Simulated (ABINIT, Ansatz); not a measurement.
# TlAsF6 (R-3): G0W0 with ABINIT, start to end, part 3 of 3

How does a plane-wave GW calculation on TlAsF6 (R-3) run from the first input to the gap?

ABINIT 10.8.3; PBEsol and many-body steps on it, plane waves. Known limits of the many-body steps: not at the basis limit; no spin-orbit coupling; coarse k mesh.

So far. Step 4 (Empty states on the mesh, 2×2×2 mesh, 436 bands): On this mesh the gap is 4.749 eV. The earlier step found 4.665 eV, so this mesh misses an edge. Step 5 (Screening, 2×2×2 mesh, 398 bands, screening to 217.7 eV): Local fields lower ε∞ by 15 %. On a Γ-centred mesh this coarse the value itself is usually too large, while a short band sum pulls it down.

## Step 6: Self-energy, 2×2×2 mesh, 398 bands, screening to 217.7 eV

The self-energy is evaluated for the states that the input lists, and the levels follow from it, in one-shot runs by the linearised quasiparticle equation.

This step: G0W0 on PBEsol, plane waves, norm-conserving pseudopotentials.

run.abi reads:

```
acell 3*1.0 Angstrom
rprim 
  3.720723898783 2.148160944528 2.482723275713
  -3.720723898783 2.148160944528 2.482723275713
  0.000000000000 -4.296321889101 2.482723275674
ntypat 3
znucl 81 33 9
natom 8
typat 1 2 3 3 3 3 3 3
xred 
  0.000000000000 0.000000000000 0.000000000000
  0.500000000000 0.500000000000 0.500000000000
  0.698048100000 0.789498230000 0.423038160000
  0.789498230000 0.423038160000 0.698048100000
  0.210501770000 0.576961840000 0.301951900000
  0.423038160000 0.698048100000 0.789498230000
  0.576961840000 0.301951900000 0.210501770000
  0.301951900000 0.210501770000 0.576961840000
pp_dirpath "pseudos"
pseudos "Tl.upf, As.upf, F.upf"
ecut 44
ngkpt 2 2 2
nshiftk 1
shiftk 0 0 0
kptopt 1
chksymbreak 0
istwfk *1
occopt 1
irdwfk 1
optdriver 4
nband 398
gwcalctyp 0
ecutsigx 44
symsigma 1
nkptgw 3
kptgw 
  0.5000000000 0.5000000000 0.0000000000
  0.5000000000 0.0000000000 0.0000000000
  0.0000000000 0.0000000000 0.0000000000
bdgw 
  42 45
  42 45
  41 45
ecuteps 8
irdscr 1
ppmodel 1
indata_prefix "in"
outdata_prefix "out"
tmpdata_prefix "tmp"
```

On the command line:

```bash
OMP_NUM_THREADS=1 mpirun -n 8 abinit run.abi > log
```

Numbers of over 12 decimals in the logs are rounded to 6 here.

Output:

```text
.Version 10.8.3 of ABINIT. v10.8.2 released Aug 2026.

 Symmetries : space group R-3 (#148); Bravais hR (rhombohedral)
[... echo of the input left out ...]
== DATASET  1 ==================================================================
-   mpi_nproc: 8, omp_nthreads: 1 (-1 if OMP is not activated)

--- !DatasetInfo
iteration_state: {dtset: 1, }
dimensions: {natom: 8, nkpt: 4, mband: 398, nsppol: 1, nspinor: 1, nspden: 1, mpw: 11210, }
cutoff_energies: {ecut:  44.0, pawecutdg:  -1.0, }
electrons: {nelect:   8.60000000E+01, charge:   0.00000000E+00, occopt:   1.00000000E+00, tsmear:   1.00000000E-02, }

 SIGMA: Calculation of the GW corrections

 Based on a program developped by R.W. Godby, V. Olevano, G. Onida, and L. Reining.
 Incorporated in ABINIT by V. Olevano, G.-M. Rignanese, and M. Torrent.
.Using double precision arithmetic ; gwpc =  8

[... cell and pseudopotentials left out ...]
--------------------------------------------------------------------------------

 ==== K-mesh for the wavefunctions ====
 Number of points in the irreducible wedge :     4
[... list of points left out ...]
 Together with  6 symmetry operations and time-reversal symmetry
 yields     8 points in the full Brillouin Zone.

 ==== Q-mesh for screening function ====
 Number of points in the irreducible wedge :     4
[... list of points left out ...]
 Together with  6 symmetry operations and time-reversal symmetry
 yields     8 points in the full Brillouin Zone.

 vcoul_init : cutoff-mode = AUXILIARY_FUNCTION
 q-points for optical limit:   1
     1)      0.000010    0.000020    0.000030
 setmesh: FFT mesh size selected  =    60x   60x   60
          total number of points  =       216000

 Number of electrons calculated from density =   86.0000; Expected =   86.0000
 average of density, n =  0.107036
 r_s =    1.3066
 omega_plasma =   31.5587 [eV]

 === KS Band Gaps ===
  >>>> For spin  1
   Minimum direct gap =   4.7772 [eV], located at k-point      :   0.5000  0.0000  0.0000
   Fundamental gap    =   4.7493 [eV], Top of valence bands at :   0.5000  0.5000  0.0000
                                       Bottom of conduction at :   0.5000  0.0000  0.0000
 SIGMA fundamental parameters:
 PLASMON POLE MODEL  1
 number of plane-waves for SigmaX                11127
 number of plane-waves for SigmaC and W            827
 number of plane-waves for wavefunctions         11127
 number of bands                                   398
 number of independent spin polarizations            1
 number of spinorial components                      1
 number of k-points in IBZ                           4
 number of q-points in IBZ                           4
 number of symmetry operations                       6
 number of k-points in BZ                            8
 number of q-points in BZ                            8
 number of frequencies for dSigma/dE                 9
 frequency step for dSigma/dE [eV]                0.25
 number of omega for Sigma on real axis              0
 max omega for Sigma on real axis  [eV]           0.00
 zcut for avoiding poles [eV]                     0.10

 EPSILON^-1 parameters (SCR file):
 dimension of the eps^-1 matrix on file            827
 dimension of the eps^-1 matrix used               827
 number of plane-waves for wavefunctions         11127
 number of bands                                   398
 number of q-points in IBZ                           4
 number of frequencies                               2
 number of real frequencies                          1
 number of imag frequencies                          1

 matrix elements of self-energy operator (all in [eV])

 Perturbative Calculation

--- !SelfEnergy_ee
iteration_state: {dtset: 1, }
kpoint     : [   0.500,    0.500,    0.000, ]
spin       : 1
KS_gap     :    5.486
QP_gap     :    9.760
Delta_QP_KS:    4.274
data: !SigmaeeData |
     Band     E0 <VxcDFT>   SigX SigC(E0)      Z dSigC/dE  Sig(E)    E-E0       E
       42  -0.556 -23.065 -30.886   5.401   0.804  -0.244 -25.011  -1.945  -2.501
       43   0.423 -16.869 -20.287   1.371   0.851  -0.175 -18.610  -1.742  -1.319
       44   5.909 -22.173 -16.652  -2.499   0.838  -0.193 -19.640   2.533   8.442
       45   7.240 -11.146  -6.798  -2.797   0.878  -0.140  -9.785   1.361   8.602

--- !SelfEnergy_ee
iteration_state: {dtset: 1, }
kpoint     : [   0.500,    0.000,    0.000, ]
spin       : 1
KS_gap     :    4.777
QP_gap     :    8.524
Delta_QP_KS:    3.747
data: !SigmaeeData |
     Band     E0 <VxcDFT>   SigX SigC(E0)      Z dSigC/dE  Sig(E)    E-E0       E
       42  -0.558 -22.941 -30.809   5.407   0.805  -0.243 -24.921  -1.979  -2.537
       43   0.395 -17.275 -20.899   1.576   0.848  -0.179 -19.012  -1.737  -1.342
       44   5.172 -18.133 -13.289  -2.488   0.853  -0.172 -16.122   2.010   7.183
       45   7.731 -13.322  -8.435  -2.855   0.869  -0.151 -11.556   1.766   9.497

--- !SelfEnergy_ee
iteration_state: {dtset: 1, }
kpoint     : [   0.000,    0.000,    0.000, ]
spin       : 1
KS_gap     :    6.156
QP_gap     :   10.453
Delta_QP_KS:    4.297
data: !SigmaeeData |
     Band     E0 <VxcDFT>   SigX SigC(E0)      Z dSigC/dE  Sig(E)    E-E0       E
       41  -0.788 -22.664 -30.490   5.357   0.804  -0.243 -24.650  -1.985  -2.773
       42  -0.788 -22.664 -30.490   5.357   0.804  -0.243 -24.650  -1.985  -2.773
       43  -0.276 -20.491 -26.715   3.911   0.822  -0.217 -22.392  -1.901  -2.178
       44   5.880 -21.636 -16.248  -2.539   0.841  -0.189 -19.241   2.395   8.275
       45   7.950 -11.050  -6.454  -2.865   0.878  -0.139  -9.530   1.521   9.471

== END DATASET(S) ==============================================================
================================================================================

 -outvars: echo values of variables after computation  --------
           etotal      0.0000000000E+00
            nband         398
             nkpt           4
          spgroup         148
 [... the other variables as echoed above ...]

 Calculation completed.
```

Wall time 4.1 min (8 MPI ranks of Arm Neoverse N1, shared host); peak memory 4.1 GiB; 33 min of CPU time.

Numbers from this step:

* G0W0 gap on the points computed: 8.502 eV
* starting gap on the mesh: 4.749 eV
* k of the valence top: 0.5, 0.5, 0
* k of the conduction bottom: 0.5, 0, 0
* Z at the valence top: 0.851
* Z at the conduction bottom: 0.853
* least direct G0W0 gap on the computed points: 8.525 eV

The gap on the mesh goes from 4.75 eV to 8.50 eV, a correction of +3.75 eV. The start differs from the 4.67 eV found before because the two sample other k points.

Limits: finite bands, cutoff and mesh; no spin-orbit coupling; coarse k mesh. v1 is the top filled band, c1 the lowest empty one. Levels before and after the correction, in eV, zero at the valence-band top of each column:

```
           conduction bottom  valence top
Kohn-Sham               4.75         0.00
     G0W0               8.50         0.00
```

```
                    level  energy (eV)
Kohn-Sham  (0.5 0.5 0) v2       -0.979
Kohn-Sham  (0.5 0.5 0) v1        0.000
Kohn-Sham  (0.5 0.5 0) c1        5.486
Kohn-Sham  (0.5 0.5 0) c2        6.818
Kohn-Sham    (0.5 0 0) v2       -0.981
Kohn-Sham    (0.5 0 0) v1       -0.028
Kohn-Sham    (0.5 0 0) c1        4.749
Kohn-Sham    (0.5 0 0) c2        7.308
     G0W0  (0.5 0.5 0) v2       -1.182
     G0W0  (0.5 0.5 0) v1        0.000
     G0W0  (0.5 0.5 0) c1        9.761
     G0W0  (0.5 0.5 0) c2        9.921
     G0W0    (0.5 0 0) v2       -1.218
     G0W0    (0.5 0 0) v1       -0.023
     G0W0    (0.5 0 0) c1        8.502
     G0W0    (0.5 0 0) c2       10.816
```

## Step 7: Where the time went

Times are wall times on 8 MPI ranks of Arm Neoverse N1, shared host, good to a factor of about two.

```
                          step     time  share  memory (GiB)
                  ground state  2.2 min    9 %           1.1
bands along the symmetry lines     85 s    6 %          0.86
      empty states on the mesh   10 min   42 %           1.1
                     screening  6.3 min   26 %           4.7
                   self-energy  4.1 min   17 %           4.1
```

## Step 8: Summary of results

```yaml
pbesol_gap: 4.67 eV, indirect
g0w0_gap_on_the_mesh: 8.50 eV
g0w0_gap_over_the_zone_rigid_shift: 8.42 eV
gw_settings: 2×2×2 mesh, 398 bands, screening to 217.7 eV, Godby-Needs plasmon pole
known_limits: not at the basis limit; no spin-orbit coupling; coarse k mesh
```

What this shows: G0W0 moves the gap on the mesh from 4.75 eV to 8.50 eV (+3.75 eV), with Z of 0.85 and 0.85 at the edges. The mesh misses the band edges by 0.08 eV in all; a rigid shift gives 8.42 eV for the zone. Local fields lower the RPA ε∞ on this mesh from 2.90 to 2.46; a Γ-centred mesh this coarse tends to raise both, most where the direct gap is narrow, while a short band sum lowers them. Only 3 of the mesh's irreducible points were corrected, so a valley elsewhere could overtake. The dearest step here is «empty states on the mesh». Bands and cutoff are finite, so the gap is not at the basis limit. The miss can reach some tenths of an eV and take either sign; the mesh is an error of its own. In the G0W0 run levels were corrected at 3 k points alone, so a gap called «on the mesh» is the least over those, and an edge elsewhere would be missed. A denser mesh or path gives a starting gap of 4.67 eV: the GW mesh misses a band edge, so its gaps are not the fundamental one. The 2×2×2 mesh is coarse for this cell, which bears on the long-range parts of exchange and screening. Where an edge is built on 6p states of lead, bismuth or thallium, scalar-relativistic gaps usually stand too wide, by a few tenths to over one eV. The many-body steps are scalar-relativistic: spin-orbit coupling is not in them.

[Paths, hosts, dates, memory and timing lines, banners, echoed tables and standing remarks are left out of the program output.]

[Logs are printed without paths, hosts, clocks, repeated set-up lines and the standing remarks that a program may print on its own settings, such as how far it seeks lower states.]

[Runs of the session that timed out or met a known fault of the program may be left out.]

[Hosts, paths, dates, database ids (printed as entryN), source tags and the programs' standing remarks are cut or masked in the printed files.]

[G0W0 gaps are taken among the corrected bands and points alone; a level outside them can change the order at an edge.]

[Where Ansatz stands beside ABINIT at settings called matched, ABINIT's density can come from a denser mesh and the files from another edition; pairs whose starting gaps differed by over 0.03 eV were left out, so agreement reads better than it is.]
